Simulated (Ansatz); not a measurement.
**Decaying states in the gap of Bi2Te2ICl**

Aim: relax a made-up compound, Bi2Te2ICl, and see how good a tunnel barrier it would be. It is built by putting I for Br, Te for O in the Bi2BrClO2 structure of space group P4mm, with the volume rescaled by atomic radii. The parent structure comes from the Materials Project.

Program: Ansatz 0.2.0. Level of theory: PBE DFT, plane waves, PAW files, in the first sound run; inputs show where later runs differ. Results are calculated unless marked as measured.

The structure was built from a prototype and need not be the compound's stable phase.

## (1) The structure

The structure is tetragonal, space group P4mm (No. 99). Conventional cell: a = 4.458 Å, b = 4.458 Å, c = 8.864 Å, α = 90.00°, β = 90.00°, γ = 90.00°. Nearest to Bi lie 4 Te at 2.65 Å and 4 I at 3.62 Å. Nearest to Bi lie 4 Te at 2.65 Å. Nearest to I lie 4 Bi at 3.62 Å. Nearest to Cl lie 4 Bi at 3.50 Å. Nearest to Te lie 4 Bi at 2.65 Å and 4 Te at 3.15 Å. It derives from Bi2BrClO2. I for Br, Te for O in the Bi2BrClO2 structure of space group P4mm. Farther neighbours and most contacts between anions are not listed.

Coordinates:

```cif
data_structure
_symmetry_space_group_name_H-M 'P4mm'
_symmetry_Int_Tables_number 99
_cell_length_a 4.4580
_cell_length_b 4.4580
_cell_length_c 8.8640
_cell_angle_alpha 90.000
_cell_angle_beta 90.000
_cell_angle_gamma 90.000
_cell_volume 176.16
loop_
_atom_site_label
_atom_site_type_symbol
_atom_site_symmetry_multiplicity
_atom_site_Wyckoff_symbol
_atom_site_fract_x
_atom_site_fract_y
_atom_site_fract_z
_atom_site_occupancy
Bi1 Bi 1 b 0.50000 0.50000 0.84251 1
Bi2 Bi 1 a 0.00000 0.00000 0.16699 1
I1 I 1 a 0.00000 0.00000 0.64219 1
Cl1 Cl 1 b 0.50000 0.50000 0.33964 1
Te1 Te 2 c 0.00000 0.50000 0.00433 1
```

## (2) Cell and atoms at rest

The substituted atoms don't fit the parent's cell, so cell and atoms relax together. A small smearing keeps the run stable in case the gap closes on the way.

input.yaml reads:

```yaml
crystal:
  lattice:
    - [4.4580040546, 0.0, 0.0]
    - [0.0, 4.4580040546, 0.0]
    - [0.0, 0.0, 8.8639634871]
  atoms:
    - { symbol: Bi, position: [0.5, 0.5, 0.842513] }
    - { symbol: Bi, position: [0.0, 0.0, 0.166988] }
    - { symbol: I, position: [0.0, 0.0, 0.64219] }
    - { symbol: Cl, position: [0.5, 0.5, 0.339643] }
    - { symbol: Te, position: [0.0, 0.5, 0.004333] }
    - { symbol: Te, position: [0.5, 0.0, 0.004333] }
kpoints:
  mp_grid: { grid: [6, 6, 4] }
scf:
  occupations: { method: gaussian, width: 0.03 }
hamiltonian:
  xc: pbe
output:
  forces: true
  stress: true
relax:
  f_tol: 0.02
  max_steps: 60
  cell: {}
```

On the command line:

```console
$ ansatz run input.yaml --threads 2 --pin off --max-ram 4096MiB --backend cpu --events-out ev --progress --plain --runs-dir out
```

Numbers of over 12 decimals in the logs are rounded to 6 here.

What it wrote:

```text
Engine: ansatz 0.2.0, x86_64-unknown-linux-gnu
Pseudopotentials: kind: paw
Pseudopotential: Bi, paw, valence charge 15, recommended cutoff 420 eV (normal), Bi.paw.azcp
Pseudopotential: I, paw, valence charge 17, recommended cutoff 420 eV (normal), I.paw.azcp
Pseudopotential: Cl, paw, valence charge 7, recommended cutoff 420 eV (normal), Cl.paw.azcp
Pseudopotential: Te, paw, valence charge 16, recommended cutoff 420 eV (normal), Te.paw.azcp
Functional definition: PBE
  parameter kappa = 0.804
  parameter beta = 0.066725
  exchange = pbe_x(kappa = kappa, mu = beta*pi^2/3)
  correlation = pbe_c(beta = beta)
Crystal: 6 atoms, lattice volume = 176.161 Å³
Basis set: ecut = 420 eV, 3453 PW (Γ), exchange–correlation on 60×60×120 points (8 copies of the dense FFT grid, shifted against one another)
Bands: 52, of which v1, the nominal top of the filled ones, is band 43 counted from 1 (42 counted from 0)
Symmetry: 8 space group operations
Space group: P4mm (ITA 99), of the structure as read, at distance tolerance 5.6e-5 Å
k-points: 30 of 144 (time reversal used)
Non-local potential: Bi, projectors of the file, l = 0: 2, l = 1: 2, l = 2: 2, l = 3: 2
Non-local potential: I, projectors of the file, l = 0: 2, l = 1: 2, l = 2: 2, l = 3: 2
Non-local potential: Cl, projectors of the file, l = 0: 2, l = 1: 2, l = 2: 2
Non-local potential: Te, projectors of the file, l = 0: 2, l = 1: 2, l = 2: 2, l = 3: 2
PAW form: soft (Blöchl's): semilocal exchange-correlation on the pseudo side does not see the compensation charge
PAW one-centre angular grid: Bi, 590 points (default); XC on 64 Gauss nodes
PAW one-centre angular grid: I, 590 points (default); XC on 64 Gauss nodes
PAW one-centre angular grid: Cl, 110 points (default); XC on 64 Gauss nodes
PAW one-centre angular grid: Te, 590 points (default); XC on 64 Gauss nodes
Initial density: superposition of atomic densities (neutral atoms: chi_scale 0, normalization atom), corrected by the library's trained network
Initial wavefunctions: pseudopotential atomic-orbital guess
Functional: x = pbe(κ = 0.804, μ = 0.219515), c = pbe(β = 0.066725)
SCF iter   1: F=—  HF=-47340.442118 eV  |F-HF|=—  |Δ(HF+E_count)|=         —  Δρ=2.94e-3  dr2=1.67e-2  ethr=1.77e-3  ⟨swp⟩=10.8  Hψ=7669  notcnv=0  defer=10
preconditioner: auto → LDOS  [metal: Δε(μ)=0.016 eV  Ē_g=10.068 eV  σ=0.030 eV  W_gap=0.27  n_scr=38 (ndim 8)  ℏωp=16.8 eV  f_vac=0.099  D(μ)=2.79/eV (n_scr^D=16)  β→1.0]
SCF iter   2: F=—  HF=-47340.445088 eV  |F-HF|=—  |Δ(HF+E_count)|=   2.97e-3  Δρ=1.47e-3  dr2=6.53e-3  ethr=1.95e-5  ⟨swp⟩=3.0  Hψ=3372  notcnv=0  defer=96
SCF iter   3: F=—  HF=-47340.443364 eV  |F-HF|=—  |Δ(HF+E_count)|=   1.72e-3  Δρ=4.75e-4  dr2=1.63e-3  ethr=7.59e-6  ⟨swp⟩=2.1  Hψ=2780  notcnv=0  defer=96
SCF iter   4: F=—  HF=-47340.443103 eV  |F-HF|=—  |Δ(HF+E_count)|=   2.62e-4  Δρ=2.11e-4  dr2=1.87e-4  ethr=1.89e-6  ⟨swp⟩=2.6  Hψ=2328  notcnv=0  defer=96
SCF iter   5: F=—  HF=-47340.443085 eV  |F-HF|=—  |Δ(HF+E_count)|=   1.73e-5  Δρ=1.16e-4  dr2=7.96e-5  ethr=2.17e-7  ⟨swp⟩=2.0  Hψ=2600  notcnv=0  defer=96
SCF iter   6: F=—  HF=-47340.443034 eV  |F-HF|=—  |Δ(HF+E_count)|=   5.18e-5  Δρ=4.07e-5  dr2=6.17e-6  ethr=9.26e-8  ⟨swp⟩=2.8  Hψ=2530  notcnv=0  defer=96
SCF iter   7: F=—  HF=-47340.443032 eV  |F-HF|=—  |Δ(HF+E_count)|=   1.19e-6  Δρ=1.70e-5  dr2=1.09e-6  ethr=7.17e-9  ⟨swp⟩=2.0  Hψ=2753  notcnv=0  defer=96
SCF iter   8: F=-47340.443032 eV  HF=-47340.443032 eV  |F-HF|=2.69e-8  |Δ(HF+E_count)|=   1.43e-7  Δρ=5.70e-6  dr2=9.12e-8  ethr=1.16e-10  ⟨swp⟩=4.0  Hψ=6835  notcnv=0
SCF 1 converged in 8 iterations: F = -47340.443032 eV  dr2 = 9.12e-8
  greatest PAW one-centre occupation: 0.999 electrons in one spin orbital (limit 2), on the I atom at site 2 (counted from 0), in its partial waves of l = 2
relax step   1: F+E_penalty+E_count = -47340.44303231 eV  Δ(F+E_penalty+E_count) = +0.000e0 eV  max|allowed force component| = 8.170e0 eV/Å  Δτ_max = 0.0000 Å  P = +28.034 GPa  Ω = 176.161 Å³  (8 SCF iters, dr2 threshold 1.00e-7 eV, accepted)
Crystal: 6 atoms, lattice volume = 188.918 Å³
Basis set: ecut = 420 eV, 3711 PW (Γ), exchange–correlation on 60×60×120 points (8 copies of the dense FFT grid, shifted against one another)
Initial density: handed on by an earlier stage of this run
Initial wavefunctions: those handed on with the density
iter 1 solved again at ethr=2.16e-4 eV; its pass at ethr=3.10e-3 eV (dr2=1.86e-1 eV) is discarded
SCF iter   1: F=—  HF=-47344.372121 eV  |F-HF|=—  |Δ(HF+E_count)|=         —  Δρ=7.65e-3  dr2=1.81e-1  ethr=2.16e-4  ⟨swp⟩=2.7  Hψ=8984  notcnv=0
preconditioner: auto → Resta (q_TF=auto, 2.393 Å⁻¹)  ε∞=3.9  [insulator: Δε(μ)=0.100 eV  Ē_g=9.546 eV  σ=0.030 eV  W_gap=0.98  n_scr=46 (ndim 8)  ℏωp=16.2 eV  f_vac=0.093  D(μ)=0.21/eV (n_scr^D=0)  ε∞_Penn≈3.9]
SCF iter   2: F=—  HF=-47344.346798 eV  |F-HF|=—  |Δ(HF+E_count)|=   2.53e-2  Δρ=3.69e-3  dr2=1.66e-2  ethr=2.10e-4  ⟨swp⟩=3.8  Hψ=2269  notcnv=0
SCF iter   3: F=—  HF=-47344.347382 eV  |F-HF|=—  |Δ(HF+E_count)|=   5.84e-4  Δρ=1.54e-3  dr2=3.29e-3  ethr=1.93e-5  ⟨swp⟩=2.1  Hψ=2436  notcnv=0  defer=33
SCF iter   4: F=—  HF=-47344.348059 eV  |F-HF|=—  |Δ(HF+E_count)|=   6.77e-4  Δρ=2.45e-4  dr2=1.56e-4  ethr=3.83e-6  ⟨swp⟩=2.1  Hψ=2154  notcnv=0  defer=33
SCF iter   5: F=—  HF=-47344.348143 eV  |F-HF|=—  |Δ(HF+E_count)|=   8.39e-5  Δρ=7.80e-5  dr2=2.04e-5  ethr=1.81e-7  ⟨swp⟩=2.0  Hψ=2595  notcnv=0  defer=33
SCF iter   6: F=—  HF=-47344.348154 eV  |F-HF|=—  |Δ(HF+E_count)|=   1.07e-5  Δρ=2.84e-5  dr2=4.31e-6  ethr=2.37e-8  ⟨swp⟩=2.0  Hψ=2074  notcnv=0  defer=33
SCF iter   7: F=-47344.348155 eV  HF=-47344.348155 eV  |F-HF|=1.30e-8  |Δ(HF+E_count)|=   1.50e-6  Δρ=1.04e-5  dr2=4.66e-7  ethr=6.98e-10  ⟨swp⟩=3.8  Hψ=6737  notcnv=0
SCF 2 converged in 7 iterations: F = -47344.348155 eV  dr2 = 4.66e-7
relax step   2: F+E_penalty+E_count = -47344.34815543 eV  Δ(F+E_penalty+E_count) = -3.905e0 eV  max|allowed force component| = 3.412e0 eV/Å  Δτ_max = 0.1950 Å  P = +13.295 GPa  Ω = 188.918 Å³  energy of the carried Pulay correction = -2.752e-3 eV  (7 SCF iters, dr2 threshold 6.00e-7 eV, accepted)
Crystal: 6 atoms, lattice volume = 207.355 Å³
Basis set: ecut = 420 eV, 4027 PW (Γ), exchange–correlation on 60×60×120 points (8 copies of the dense FFT grid, shifted against one another)
iter 1 solved again at ethr=6.42e-4 eV; its pass at ethr=3.10e-3 eV (dr2=5.52e-1 eV) is discarded
SCF iter   1: F=—  HF=-47346.042805 eV  |F-HF|=—  |Δ(HF+E_count)|=         —  Δρ=6.84e-3  dr2=5.56e-1  ethr=6.42e-4  ⟨swp⟩=1.9  Hψ=8994  notcnv=0
[...]
relax step  18: F+E_penalty+E_count = -47347.14910358 eV  Δ(F+E_penalty+E_count) = -7.093e-2 eV  max|allowed force component| = 1.871e-1 eV/Å  Δτ_max = 0.0606 Å  P = +0.326 GPa  Ω = 221.823 Å³  energy of the carried Pulay correction = -1.434e-3 eV  (7 SCF iters, dr2 threshold 6.00e-7 eV, accepted)
relax step  19: F+E_penalty+E_count = -47347.22622527 eV  Δ(F+E_penalty+E_count) = -7.712e-2 eV  max|allowed force component| = 3.832e-1 eV/Å  Δτ_max = 0.1414 Å  P = +0.118 GPa  Ω = 229.815 Å³  energy of the carried Pulay correction = -2.595e-3 eV  (7 SCF iters, dr2 threshold 6.00e-7 eV, accepted)
relax step  20: F+E_penalty+E_count = -47347.29196907 eV  Δ(F+E_penalty+E_count) = -6.574e-2 eV  max|allowed force component| = 1.026e-1 eV/Å  Δτ_max = 0.2000 Å  P = +0.180 GPa  Ω = 235.483 Å³  energy of the carried Pulay correction = -3.429e-3 eV  (7 SCF iters, dr2 threshold 6.00e-7 eV, accepted)
relax step  21: F+E_penalty+E_count = -47347.30527781 eV  Δ(F+E_penalty+E_count) = -1.331e-2 eV  max|allowed force component| = 4.866e-1 eV/Å  Δτ_max = 0.1949 Å  P = +0.053 GPa  Ω = 244.027 Å³  energy of the carried Pulay correction = -4.701e-3 eV  (7 SCF iters, dr2 threshold 6.00e-7 eV, accepted)
relax step  22: F+E_penalty+E_count = -47347.32085600 eV  Δ(F+E_penalty+E_count) = -1.558e-2 eV  max|allowed force component| = 9.185e-2 eV/Å  Δτ_max = 0.1079 Å  P = +0.054 GPa  Ω = 245.812 Å³  energy of the carried Pulay correction = -4.971e-3 eV  (6 SCF iters, dr2 threshold 6.00e-7 eV, accepted)
relax step  23: F+E_penalty+E_count = -47347.32291351 eV  Δ(F+E_penalty+E_count) = -2.058e-3 eV  max|allowed force component| = 2.551e-2 eV/Å  Δτ_max = 0.0556 Å  P = -0.053 GPa  Ω = 245.221 Å³  energy of the carried Pulay correction = -4.881e-3 eV  (5 SCF iters, dr2 threshold 5.27e-7 eV, accepted)
relax step  24: F+E_penalty+E_count = -47347.32328154 eV  Δ(F+E_penalty+E_count) = -3.680e-4 eV  max|allowed force component| = 5.154e-3 eV/Å  Δτ_max = 0.0055 Å  P = +0.014 GPa  Ω = 244.704 Å³  energy of the carried Pulay correction = -4.804e-3 eV  (5 SCF iters, dr2 threshold 4.07e-8 eV, accepted)
relax step  25: F+E_penalty+E_count = -47347.34030893 eV  Δ(F+E_penalty+E_count) = -1.703e-2 eV  max|allowed force component| = 4.254e-3 eV/Å  Δτ_max = 0.0000 Å  P = +0.160 GPa  Ω = 244.704 Å³  stress off target by 2.34e-1 GPa  SCF on the basis re-selected at this cell (its energy is not comparable with the rows above)  (8 SCF iters)
relax step  26: F+E_penalty+E_count = -47347.34359888 eV  Δ(F+E_penalty+E_count) = -3.290e-3 eV  max|allowed force component| = 1.385e-2 eV/Å  Δτ_max = 0.0541 Å  P = +0.039 GPa  Ω = 245.995 Å³  energy of the carried Pulay correction = -1.399e-4 eV  (6 SCF iters, dr2 threshold 1.36e-7 eV, accepted)
relax step  27: F+E_penalty+E_count = -47347.34394208 eV  Δ(F+E_penalty+E_count) = -3.432e-4 eV  max|allowed force component| = 5.220e-3 eV/Å  Δτ_max = 0.0256 Å  P = +0.005 GPa  Ω = 246.830 Å³  energy of the carried Pulay correction = -2.370e-4 eV  (7 SCF iters, dr2 threshold 8.41e-9 eV, accepted)
Basis set: ecut = 420 eV, 4811 PW (Γ), exchange–correlation on 90×90×96 points (8 copies of the dense FFT grid, shifted against one another)
iter 1 solved again at ethr=2.24e-7 eV; its pass at ethr=3.10e-3 eV (dr2=1.92e-4 eV) is discarded
SCF iter   1: F=—  HF=-47347.338429 eV  |F-HF|=—  |Δ(HF+E_count)|=         —  Δρ=2.16e-4  dr2=2.70e-6  ethr=2.24e-7  ⟨swp⟩=3.8  Hψ=12011  notcnv=0
preconditioner: auto → Resta (q_TF=auto, 2.289 Å⁻¹)  ε∞=3.6  [insulator: Δε(μ)=0.638 eV  Ē_g=8.846 eV  σ=0.030 eV  W_gap=1.00  n_scr=48 (ndim 8)  ℏωp=14.2 eV  f_vac=0.141  D(μ)=0.00/eV (n_scr^D=0)  ε∞_Penn≈3.6]
SCF iter   2: F=—  HF=-47347.342574 eV  |F-HF|=—  |Δ(HF+E_count)|=   4.15e-3  Δρ=1.09e-4  dr2=6.51e-7  ethr=3.14e-9  ⟨swp⟩=2.4  Hψ=2958  notcnv=0
SCF iter   3: F=—  HF=-47347.344169 eV  |F-HF|=—  |Δ(HF+E_count)|=   1.59e-3  Δρ=9.79e-6  dr2=4.12e-8  ethr=7.57e-10  ⟨swp⟩=2.1  Hψ=2105  notcnv=0
SCF iter   4: F=—  HF=-47347.344181 eV  |F-HF|=—  |Δ(HF+E_count)|=   1.22e-5  Δρ=1.35e-6  dr2=2.53e-9  ethr=4.79e-11  ⟨swp⟩=2.0  Hψ=2484  notcnv=0
SCF iter   5: F=—  HF=-47347.344181 eV  |F-HF|=—  |Δ(HF+E_count)|=   2.07e-7  Δρ=2.97e-7  dr2=5.74e-10  ethr=2.94e-12  ⟨swp⟩=2.0  Hψ=2363  notcnv=0
SCF iter   6: F=—  HF=-47347.344181 eV  |F-HF|=—  |Δ(HF+E_count)|=   1.52e-9  Δρ=9.82e-8  dr2=6.90e-11  ethr=1.00e-12  ⟨swp⟩=2.0  Hψ=1955  notcnv=0
SCF iter   7: F=-47347.344181 eV  HF=-47347.344181 eV  |F-HF|=1.46e-11  |Δ(HF+E_count)|=  7.28e-11  Δρ=2.75e-8  dr2=3.47e-12  ethr=1.00e-12  ⟨swp⟩=5.0  Hψ=5654  notcnv=0
SCF 28 converged in 7 iterations: F = -47347.344181 eV  dr2 = 3.47e-12
relax step  28: F+E_penalty+E_count = -47347.34418129 eV  Δ(F+E_penalty+E_count) = -2.392e-4 eV  max|allowed force component| = 5.236e-3 eV/Å  Δτ_max = 0.0000 Å  P = +0.005 GPa  Ω = 246.830 Å³  stress off target by 1.07e-2 GPa  SCF on the basis re-selected at this cell (its energy is not comparable with the rows above)  (7 SCF iters)
basis re-selected at this cell: Δ(F+E_penalty+E_count) = -2.392e-4 eV, ΔP = -0.001 GPa vs the last step (what re-selecting the basis moved, of the pressure what is left beyond the Pulay correction that the steps carried, after the strain that the cell walked since its last selection, with what the two solves' SCF thresholds leave and, on support functions, any second-order correction that the steps lacked; it is no measure of the basis error at this ecutwfc). The dense FFT grid was sized anew with the basis: this SCF ran on 45×45×48 points, the steps before it on 40×40×48, so part of this shift can come from that change (see relax.cell in the input reference). [rest of the remark cut]
SCF converged after 7 iterations
Free energy (F): -47347.344181 eV
Harris-Foulkes:  -47347.344181 eV  (|F-HF|=1.46e-11)
Internal energy: -47347.344181 eV  (E = F + TS)
E sigma→0 (E₀):  -47347.344181 eV
Fermi energy:    5.311603 eV
--- Per-component energies (eV) ---
  E_band       = -1374.766410
  E_kinetic    = 1309.121381
  E_local      = -9633.904225  (includes V_loc(G=0)·N_el)
  E_nonlocal   = 439.977456
  E_hartree    = 4499.536168
  E_xc         = -784.540976
  E_vxc        = -744.286459  (∫ρ·V_xc dr)
  E_paw        = -36125.426242  (= ΣΔE_a)
  E_vpaw       = -1744.745825  (= ΣTr[D̂ρ^β])
  E_aug_tail   = -0.001149  (compensation charges beyond the density's cutoff)
  E_ewald      = -7052.106593
  E_smearing   = -0.000000  (= −TS)
  E_closure    = 0.000000  (closes the sum)
  Σ components = -47347.344181   (vs F -47347.344181, Δ=0.00e0)
--- Forces (eV/Å), atoms counted from 1 ---
  atom   1  Bi    -0.00000000     0.00000000     0.00523629
  atom   2  Bi    -0.00000000    -0.00000000    -0.00332655
  atom   3  I      0.00000000     0.00000000    -0.00020350
  atom   4  Cl    -0.00000000    -0.00000000    -0.00162539
  atom   5  Te     0.00000000     0.00000000    -0.00003980
  atom   6  Te    -0.00000000     0.00000000    -0.00003980
  max |Σ_I F_I| component: 1.26e-6 eV/Å
--- Stress (GPa, compression-positive) ---
        0.001839       0.000000       0.000000
        0.000000       0.001839      -0.000000
        0.000000      -0.000000       0.010652
  P = ⅓ Tr σ = 0.0048 GPa (0.048 kbar)
--- Relaxed structure (25 steps of the walk, 23 accepted, 3 SCFs on fresh bases) ---
  F+E_penalty+E_count = -47347.34418129 eV   max|allowed force component| = 5.236e-3 eV/Å   (the final SCF, on the basis selected at the relaxed cell)
  cell:  # Å, volume = 246.8297 Å³
    - [6.018143, 0, -7.029659291564878e-17]
    - [0, 6.018143, 0]
    - [-1.3977251371696048e-16, 0, 6.815102]
  atoms:
    - { symbol: Bi, position: [0.5, 0.5, 0.844759] }
    - { symbol: Bi, position: [-1.2817955050019129e-17, 0, 0.133807] }
    - { symbol: I, position: [-3.3167165999483387e-17, 0, 0.556334] }
    - { symbol: Cl, position: [0.5, 0.5, 0.475476] }
    - { symbol: Te, position: [-3.6782445842409215e-18, 0.5, -0.00518849] }
    - { symbol: Te, position: [0.5, 0, -0.00518849] }
```

It took 4.5 min on 2 threads of Intel Xeon 6975P-C (Granite Rapids), shared host; peak memory 0.75 GiB; 8.7 min of CPU time.

The steps of the relaxation (22 of 28):

| step | energy less that of the first step (eV) | largest force component (eV/Å) | pressure (GPa) | volume (Å³) |
| --- | --- | --- | --- | --- |
| 1 | 0.0000 | 8.1698 | 28.03 | 176.16 |
| 2 | -3.9051 | 3.4123 | 13.29 | 188.92 |
| 4 | -6.0619 | 0.5099 | 1.19 | 219.07 |
| 5 | -6.2278 | 0.2730 | -0.42 | 221.27 |
| 6 | -6.3142 | 0.2477 | -0.03 | 212.56 |
| 7 | -6.3406 | 0.1751 | 0.03 | 210.99 |
| 9 | -6.4133 | 0.2052 | 0.65 | 205.39 |
| 10 | -6.4572 | 0.1227 | 0.79 | 205.95 |
| 11 | -6.3851 | 0.5502 | -1.59 | 220.42 |
| 13 | -6.4688 | 0.3098 | 0.23 | 212.16 |
| 14 | -6.4785 | 0.0328 | -0.08 | 211.87 |
| 15 | -6.4788 | 0.0036 | 0.01 | 211.77 |
| 16* | -6.5936 | 0.0053 | 1.00 | 211.77 |
| 18 | -6.7061 | 0.1871 | 0.33 | 221.82 |
| 19 | -6.7832 | 0.3832 | 0.12 | 229.81 |
| 20 | -6.8489 | 0.1026 | 0.18 | 235.48 |
| 22 | -6.8778 | 0.0919 | 0.05 | 245.81 |
| 23 | -6.8799 | 0.0255 | -0.05 | 245.22 |
| 24 | -6.8802 | 0.0052 | 0.01 | 244.70 |
| 25* | -6.8973 | 0.0043 | 0.16 | 244.70 |
| 27 | -6.9009 | 0.0052 | 0.01 | 246.83 |
| 28* | -6.9011 | 0.0052 | 0.00 | 246.83 |

Relaxation steps marked * repeat the geometry before them on a plane-wave basis chosen anew for their cell, so energy and pressure can jump there. Other such steps can lie between the rows shown. Relaxation steps 11, 13 were tried and not accepted.

Forces are held to the 8 operations that the run works with; a distortion that breaks them can't arise in this run.

| cell as run | before | after | change |
| --- | --- | --- | --- |
| a (Å) | 4.458 | 6.018 | +35.0 % |
| b (Å) | 4.458 | 6.018 | +35.0 % |
| c (Å) | 8.864 | 6.815 | -23.1 % |
| volume (Å³/atom) | 29.36 | 41.14 | +40.1 % |

The atoms that moved most (Å, as changes of fractional coordinates times the final cell):

| atom | dx | dy | dz | length |
| --- | --- | --- | --- | --- |
| Cl4 | 0.000 | 0.000 | 0.926 | 0.926 |
| I3 | 0.000 | 0.000 | -0.585 | 0.585 |
| Bi2 | 0.000 | 0.000 | -0.226 | 0.226 |
| Te5 | 0.000 | 0.000 | -0.065 | 0.065 |
| Te6 | 0.000 | 0.000 | -0.065 | 0.065 |
| Bi1 | 0.000 | 0.000 | 0.015 | 0.015 |

Numbers from this step:

```
free energy  : -47347.3442 eV
Fermi energy : 5.312 eV
pressure     : 0.004777 GPa
```

The largest force component on a free atom ends at 0.0052 eV/Å.

[end of part 1 of 3]

[Logs are printed without paths, hosts, clocks, repeated set-up lines and the standing remarks that a program may print on its own settings, such as how far it seeks lower states.]

[Hosts, paths, dates, database ids (printed as entryN), source tags and the programs' standing remarks are cut or masked in the printed files.]
